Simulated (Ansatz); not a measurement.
# The arsenene bilayer (AB) between two gates, part 3 of 3

Aim: screening and gap of the neutral arsenene bilayer (AB) between oppositely charged gates.

Ansatz 0.2.0; plane-wave DFT, PBE-D3(BJ), Ansatz PAW (the session's first sound run).

So far, gap, the smaller of path and mesh (eV): step 3 (gated layer, displacement field 0) 0.0863; step 4 (displacement field 1.81 V/nm) 0.0864; step 5 (displacement field -1.81 V/nm) 0.0864; step 6 (displacement field 3.62 V/nm) 0.0866; step 7 (displacement field -3.62 V/nm) 0.0866.

### Step 8. Gated layer, displacement field 5.43 V/nm

Contents of input.yaml:

```yaml
crystal:
  lattice:
    - [3.6694493422, 0.0, 0.0]
    - [-1.8347246711, 3.1778363483, 0.0]
    - [0.0, 0.0, 40.7258708421]
  atoms:
    - { symbol: As, position: [0.6666666667, 0.3333333333, 0.4395240576] }
    - { symbol: As, position: [0.3333333333, 0.6666666667, 0.4725683684] }
    - { symbol: As, position: [0.0, 0.0, 0.5274316316] }
    - { symbol: As, position: [0.6666666667, 0.3333333333, 0.5604759424] }
  periodic: [true, true, false]
  symmetry: { detect: true }
kpoints:
  mp_grid: { grid: [48, 48, 1] }
  band_path:
    path: [[0, 0, 0], [0.5, 0, 0], [0.33333333, 0.33333333, 0], [0, 0, 0]]
    npoints: 16
hamiltonian:
  xc: pbe
  dispersion: d3bj
scf:
  occupations: { method: fermi_dirac, width: 0.02585 }
  convergence: { dr2_threshold: 1.0e-10 }
output:
  forces: true
  eigenvalues: true
  dos: { projected: true, e_range: [-3, 3], de: 0.01 }
  write_potential: true
  write_density: true
  volumetric_format: npy
  elf: true
external_charges:
  - { charge: 0, barrier: 10, axis: 3, height: 25.826, sigma: 0.25 }
  - { charge: -0.034983, axis: 3, height: 27.326, sigma: 0.5 }
  - { charge: 0, barrier: 10, axis: 3, height: 14.9, sigma: 0.25 }
  - { charge: 0.034983, axis: 3, height: 13.4, sigma: 0.5 }
```

Launch:

```sh
$ ansatz run input.yaml --threads 8 --pin off --max-ram 12288MiB --backend cpu --events-out ev --progress --plain --runs-dir out
```

Numbers of over 12 decimals in the logs are rounded to 6 here.

The log of the run:

```text
[...]
Crystal: 4 atoms, lattice volume = 474.901 Å³
Basis set: ecut = 420 eV, 9245 PW (Γ), exchange–correlation on 50×50×576 points (8 copies of the dense FFT grid, shifted against one another)
Bands: 36, of which v1, the nominal top of the filled ones, is band 30 counted from 1 (29 counted from 0)
Symmetry: 6 space group operations
k-points: 217 of 2304 (time reversal used)
[...]
--- Band table (eV; the first three rows and the last of 217) ---
  k-point 0: bands = [... 26 lower, -5.7179, -5.5252, -5.5252, -4.4383, -3.8392, -2.5814, -2.5814, -1.9727, ... 2 higher]
  k-point 1: bands = [... 26 lower, -5.7402, -5.5918, -5.5285, -4.3849, -3.7601, -2.6467, -2.5678, -1.9049, ... 2 higher]
  k-point 2: bands = [... 26 lower, -5.8008, -5.7519, -5.5430, -4.2599, -3.5726, -2.7681, -2.5280, -1.7821, ... 2 higher]
  k-point 216: bands = [... 26 lower, -7.9660, -7.3796, -7.3426, -6.6500, -2.8314, -2.7815, -1.7429, 0.0029, ... 2 higher]
[key lines of the parts left out:]
SCF converged after 12 iterations
Free energy (F): -19425.567714 eV
Fermi energy:    -3.989143 eV
```

It took 82 s on 8 threads of Arm Neoverse V1, shared host; peak memory 2.8 GiB.

Running mean over a fixed 2.7 Å (it still follows the layers) of the planar mean; beyond a gate it holds the 10 eV model barrier. The electron's electrostatic potential energy less the Fermi level by z:

| z (Å) | electron's electrostatic potential energy less the Fermi level (eV) |
| --- | --- |
| 4 | 12.2 |
| 6 | 12.2 |
| 8 | 12.2 |
| 10 | 12.2 |
| 12 | 12.2 |
| 14 | 10.9 |
| 16 | 3.42 |
| 18 | -2.96 |
| 20 | -2.35 |
| 22 | -3.61 |
| 24 | 1.37 |
| 26 | 10.7 |
| 28 | 15.7 |
| 30 | 15.8 |
| 32 | 15.8 |
| 34 | 15.8 |
| 36 | 15.8 |

The gap, the smaller of path and mesh, is 0.087 eV.

### Step 9. The series together

This step: plane-wave DFT, PBE-D3(BJ), Ansatz PAW; response to a displacement field between two gates (Ansatz 0.2.0).

The potential behind each gate is read from every run and counted from the uncharged case.

This step gave:

* electrostatic distance between the gates: 6.718 Å
* geometric distance between the gates: 13.93 Å

Electron's potential behind the upper gate less behind the lower, less the value without field. Table of step of the electron's potential energy between the gates by displacement field D/eps0:

| displacement field D/eps0 (V/nm) | step of the electron's potential energy between the gates (eV) |
| --- | --- |
| -3.62 | -2.43 |
| -1.81 | -1.22 |
| 0.00 | 0 |
| 1.81 | 1.22 |
| 3.62 | 2.43 |
| 5.43 | 3.65 |

The smaller of the gaps on the path and on the k-mesh, counted as 0 under 0.03 eV. Table of gap by displacement field D/eps0:

| displacement field D/eps0 (V/nm) | gap (eV) |
| --- | --- |
| -3.62 | 0.0866 |
| -1.81 | 0.0864 |
| 0.00 | 0.0863 |
| 1.81 | 0.0864 |
| 3.62 | 0.0866 |
| 5.43 | 0.0869 |

By hand: 5.43 V/nm over the 13.93 Å between the sheets would give 7.56 V in vacuum; the run has 3.65 V, as over 6.72 Å.

### Step 10. A changed input: scf.lower_state_search = "light"

This step: plane-wave DFT, PBE-D3(BJ), Ansatz PAW (Ansatz 0.2.0).

A run with a changed input: it repeats the earlier run at 1.81 V/nm with scf.lower_state_search to light.

input.yaml, the sections that differ from step 8:

```yaml
scf:
  occupations: { method: fermi_dirac, width: 0.02585 }
  convergence: { dr2_threshold: 1.0e-10 }
  lower_state_search: light
output:
  forces: true
  eigenvalues: true
  write_potential: true
  write_density: true
  volumetric_format: npy
external_charges:
  - { charge: 0, barrier: 10, axis: 3, height: 25.826, sigma: 0.25 }
  - { charge: -0.011661, axis: 3, height: 27.326, sigma: 0.5 }
  - { charge: 0, barrier: 10, axis: 3, height: 14.9, sigma: 0.25 }
  - { charge: 0.011661, axis: 3, height: 13.4, sigma: 0.5 }
# crystal, kpoints, hamiltonian: as in step 8
```

The log of the run:

```text
[...]
Crystal: 4 atoms, lattice volume = 474.901 Å³
Basis set: ecut = 420 eV, 9245 PW (Γ), exchange–correlation on 50×50×576 points (8 copies of the dense FFT grid, shifted against one another)
Bands: 36, of which v1, the nominal top of the filled ones, is band 30 counted from 1 (29 counted from 0)
Symmetry: 6 space group operations
k-points: 217 of 2304 (time reversal used)
[...]
SCF iter  12: F=-19425.619658 eV  HF=-19425.619658 eV  |F-HF|=2.73e-10  |Δ(HF+E_count)|=  5.20e-10  Δρ=1.49e-7  dr2=9.69e-11  ethr=1.00e-12  ⟨swp⟩=18.5  Hψ=68601  notcnv=0
SCF 1 converged in 12 iterations: F = -19425.619658 eV  dr2 = 9.69e-11
[...]
SCF converged after 12 iterations
Free energy (F): -19425.619658 eV
[...]
Internal energy: -19425.618913 eV  (E = F + TS)
E sigma→0 (E₀):  -19425.619285 eV
Entropy (-TS):   -0.000746 eV (-0.186 meV/atom)
Fermi energy:    -3.974726 eV
[...]
--- Forces (eV/Å), atoms and charges each counted from 1 ---
  atom   1  As     0.00000000    -0.00000000     0.04916989
  atom   2  As     0.00000000     0.00000000     0.00516576
  atom   3  As    -0.00000000    -0.00000000    -0.02102020
  atom   4  As     0.00000000    -0.00000000    -0.02666749
  external charge   1     0.00000000     0.00000000     0.04074297
  external charge   2     0.00000000     0.00000000    -0.00105692
  external charge   3     0.00000000     0.00000000    -0.04738620
  external charge   4     0.00000000     0.00000000     0.00105260
  max |Σ_I F_I| component, the external charges' with the atoms': 4.04e-7 eV/Å
--- Band table (eV; the first three rows and the last of 217) ---
  k-point 0: bands = [... 26 lower, -5.7012, -5.5150, -5.5150, -4.4191, -3.8315, -2.5672, -2.5672, -1.9593, ... 2 higher]
  k-point 1: bands = [... 26 lower, -5.7238, -5.5819, -5.5180, -4.3664, -3.7518, -2.6325, -2.5535, -1.8913, ... 2 higher]
  k-point 2: bands = [... 26 lower, -5.7848, -5.7430, -5.5319, -4.2426, -3.5628, -2.7541, -2.5138, -1.7679, ... 2 higher]
  k-point 216: bands = [... 26 lower, -7.9502, -7.3538, -7.3415, -6.6389, -2.7998, -2.7832, -1.7274, 0.0392, ... 2 higher]
```

It took 79 s on 8 threads; peak memory 2.8 GiB.

This step gave:

```
energy at zero smearing                                                             : -19425.6193 eV
gap along the path                                                                  : 0.09529 eV
smallest direct gap along the path                                                  : 0.5876 eV
gap, the smaller of path and mesh                                                   : 0.08641 eV
potential beyond the upper barrier and gate, less the barrier, from the Fermi level : 4.583 eV
```

The electronic bands at the labelled points (eV, zero at the Fermi level of the run, which the smearing sets inside the gap):

| point | band 27 | band 28 | band 29 | band 30 | band 31 | band 32 | band 33 | band 34 |
| --- | --- | --- | --- | --- | --- | --- | --- | --- |
| Γ | -1.73 | -1.54 | -1.54 | -0.44 | 0.14 | 1.41 | 1.41 | 2.02 |
| halfway | -3.02 | -2.40 | -2.22 | -1.34 | 0.46 | 1.78 | 2.19 | 2.47 |
| M | -3.75 | -3.44 | -3.06 | -1.93 | 0.24 | 1.06 | 1.65 | 2.14 |
| halfway | -4.20 | -4.07 | -2.84 | -2.03 | 0.71 | 1.82 | 1.85 | 2.94 |
| K | -3.98 | -3.38 | -3.37 | -2.66 | 1.17 | 1.19 | 2.25 | 4.01 |
| halfway | -3.70 | -3.55 | -2.01 | -1.05 | 0.88 | 1.88 | 2.33 | 2.58 |
| Γ | -1.73 | -1.54 | -1.54 | -0.44 | 0.14 | 1.41 | 1.41 | 2.02 |

| quantity | this run | earlier run | difference |
| --- | --- | --- | --- |
| gap along the path (eV) | 0.09529 | 0.09529 | 0 |
| smallest direct gap along the path (eV) | 0.5876 | 0.5876 | 0 |
| potential beyond the upper barrier and gate, less the barrier, from the Fermi level (eV) | 4.583 | 4.583 | 0 |

Nothing in the table moves by 0.01 in its unit.

### Step 11. Varying the input: hamiltonian.xc = "lda"

This step: plane-wave DFT, PBE-D3(BJ), Ansatz PAW, but for the change named below (Ansatz 0.2.0).

Another changed input: it repeats the earlier run at 1.81 V/nm with hamiltonian.xc from pbe to lda.

input.yaml, as its differences from that of step 10:

```diff
@@ -18,3 +18,3 @@
 hamiltonian:
-  xc: pbe
+  xc: lda
   dispersion: d3bj
@@ -23,3 +23,2 @@
   convergence: { dr2_threshold: 1.0e-10 }
-  lower_state_search: light
 output:
```

The log of the run:

```text
Warning: the engine holds no damping parameters fitted to this dispersion correction and functional, so the run takes those fitted to pbe (hamiltonian.dispersion, under Limitations)
[...]
Crystal: 4 atoms, lattice volume = 474.901 Å³
Basis set: ecut = 420 eV, 9245 PW (Γ)
Bands: 36, of which v1, the nominal top of the filled ones, is band 30 counted from 1 (29 counted from 0)
Symmetry: 6 space group operations
k-points: 217 of 2304 (time reversal used)
[...]
SCF iter  11: F=-19095.422029 eV  HF=-19095.422029 eV  |F-HF|=1.38e-10  |Δ(HF+E_count)|=   1.08e-9  Δρ=8.06e-8  dr2=5.82e-11  ethr=1.00e-12  ⟨swp⟩=19.5  Hψ=69424  notcnv=0
SCF 1 converged in 11 iterations: F = -19095.422029 eV  dr2 = 5.82e-11
[...]
SCF converged after 11 iterations
Free energy (F): -19095.422029 eV
[...]
Internal energy: -19095.420808 eV  (E = F + TS)
E sigma→0 (E₀):  -19095.421418 eV
Entropy (-TS):   -0.001221 eV (-0.305 meV/atom)
Fermi energy:    -4.266302 eV
[...]
--- Forces (eV/Å), atoms and charges each counted from 1 ---
  atom   1  As    -0.00000000     0.00000000     0.50894200
  atom   2  As     0.00000000     0.00000000    -0.12239039
  atom   3  As     0.00000000    -0.00000000     0.10601525
  atom   4  As     0.00000000    -0.00000000    -0.48590646
  external charge   1     0.00000000     0.00000000     0.03956283
  external charge   2     0.00000000     0.00000000    -0.00105680
  external charge   3     0.00000000     0.00000000    -0.04621899
  external charge   4     0.00000000     0.00000000     0.00105275
  max |Σ_I F_I| component, the external charges' with the atoms': 1.89e-7 eV/Å
--- Band table (eV; the first three rows and the last of 217) ---
  k-point 0: bands = [... 26 lower, -5.9291, -5.7393, -5.7393, -4.7325, -4.1912, -2.8249, -2.8249, -2.2413, ... 2 higher]
  k-point 1: bands = [... 26 lower, -5.9516, -5.8106, -5.7423, -4.6758, -4.1068, -2.8949, -2.8114, -2.1701, ... 2 higher]
  k-point 2: bands = [... 26 lower, -6.0125, -5.9785, -5.7563, -4.5434, -3.9089, -3.0260, -2.7721, -2.0422, ... 2 higher]
  k-point 216: bands = [... 26 lower, -8.1949, -7.5977, -7.5856, -6.8591, -3.1046, -3.0886, -2.0062, -0.2720, ... 2 higher]
```

Wall time 75 s (8 threads); peak memory 2.8 GiB; 9.8 min of CPU time.

This step gave:

- energy at zero smearing: -19095.4214 eV
- gap along the path: 0.04621 eV
- smallest direct gap along the path: 0.5413 eV
- gap, the smaller of path and mesh: 0.04605 eV
- potential beyond the upper barrier and gate, less the barrier, from the Fermi level: 4.874 eV

The electronic bands at the labelled points (eV, zero at the Fermi level of the run, which the smearing sets inside the gap):

| point | band 27 | band 28 | band 29 | band 30 | band 31 | band 32 | band 33 | band 34 |
| --- | --- | --- | --- | --- | --- | --- | --- | --- |
| Γ | -1.66 | -1.47 | -1.47 | -0.47 | 0.08 | 1.44 | 1.44 | 2.02 |
| halfway | -2.95 | -2.33 | -2.16 | -1.31 | 0.44 | 1.77 | 2.22 | 2.47 |
| M | -3.68 | -3.39 | -2.98 | -1.90 | 0.23 | 1.06 | 1.67 | 2.17 |
| halfway | -4.15 | -4.03 | -2.77 | -1.98 | 0.70 | 1.82 | 1.85 | 2.93 |
| K | -3.93 | -3.33 | -3.32 | -2.59 | 1.16 | 1.18 | 2.26 | 3.99 |
| halfway | -3.64 | -3.49 | -1.95 | -1.00 | 0.87 | 1.87 | 2.34 | 2.55 |
| Γ | -1.66 | -1.47 | -1.47 | -0.47 | 0.08 | 1.44 | 1.44 | 2.02 |

Force by atom:

| atom | x (eV/Å) | y (eV/Å) | z (eV/Å) | size |
| --- | --- | --- | --- | --- |
| As1 | 0.000 | 0.000 | 0.509 | 0.509 |
| As2 | 0.000 | 0.000 | -0.122 | 0.122 |
| As3 | 0.000 | 0.000 | 0.106 | 0.106 |
| As4 | 0.000 | 0.000 | -0.486 | 0.486 |

| quantity | this run | earlier run | difference |
| --- | --- | --- | --- |
| gap along the path (eV) | 0.04621 | 0.09529 | -0.049 |
| smallest direct gap along the path (eV) | 0.5413 | 0.5876 | -0.046 |
| potential beyond the upper barrier and gate, less the barrier, from the Fermi level (eV) | 4.874 | 4.583 | 0.29 |

What moves beyond 0.01 in its unit (for the dipole 0.5 % and 5e-5 e·Å): potential beyond the upper barrier and gate, less the barrier, from the Fermi level (+0.291 eV), gap along the path (-0.0491 eV) and smallest direct gap along the path (-0.0463 eV).

### Step 12. Outcome

| Property | Result |
| --- | --- |
| gap with uncharged gates | 0.0863 eV |
| electrostatic distance between the gates | 6.72 Å |
| geometric distance between the gates | 13.9 Å |
| gap at 5.43 V/nm | 0.0869 eV |

What this shows: The gap goes from 0.09 to 0.09 eV at 5.4 V/nm. The layers screen the field: the voltage is that of a vacuum gap 7.2 Å narrower than the real distance. The gates are charged sheets behind model barriers, not atoms. Gaps are the smaller of those on the path and on the mesh; band edges between these points would make them smaller still. Spin-orbit coupling is left out. After relaxation neighbouring layers come as close as 2.2 Å along the normal, so they are bonded in part and no longer a van der Waals stack.

[Logs are printed without paths, hosts, clocks, repeated set-up lines and the standing remarks that a program may print on its own settings, such as how far it seeks lower states.]

[Hosts, paths, dates, database ids (printed as entryN), source tags and the programs' standing remarks are cut or masked in the printed files.]

[Maps of the electrostatic potential energy from Ansatz leave out the sawtooth potential of an applied field or a dipole correction, so their vacuum need not be flat; planar profiles and work functions include it.]
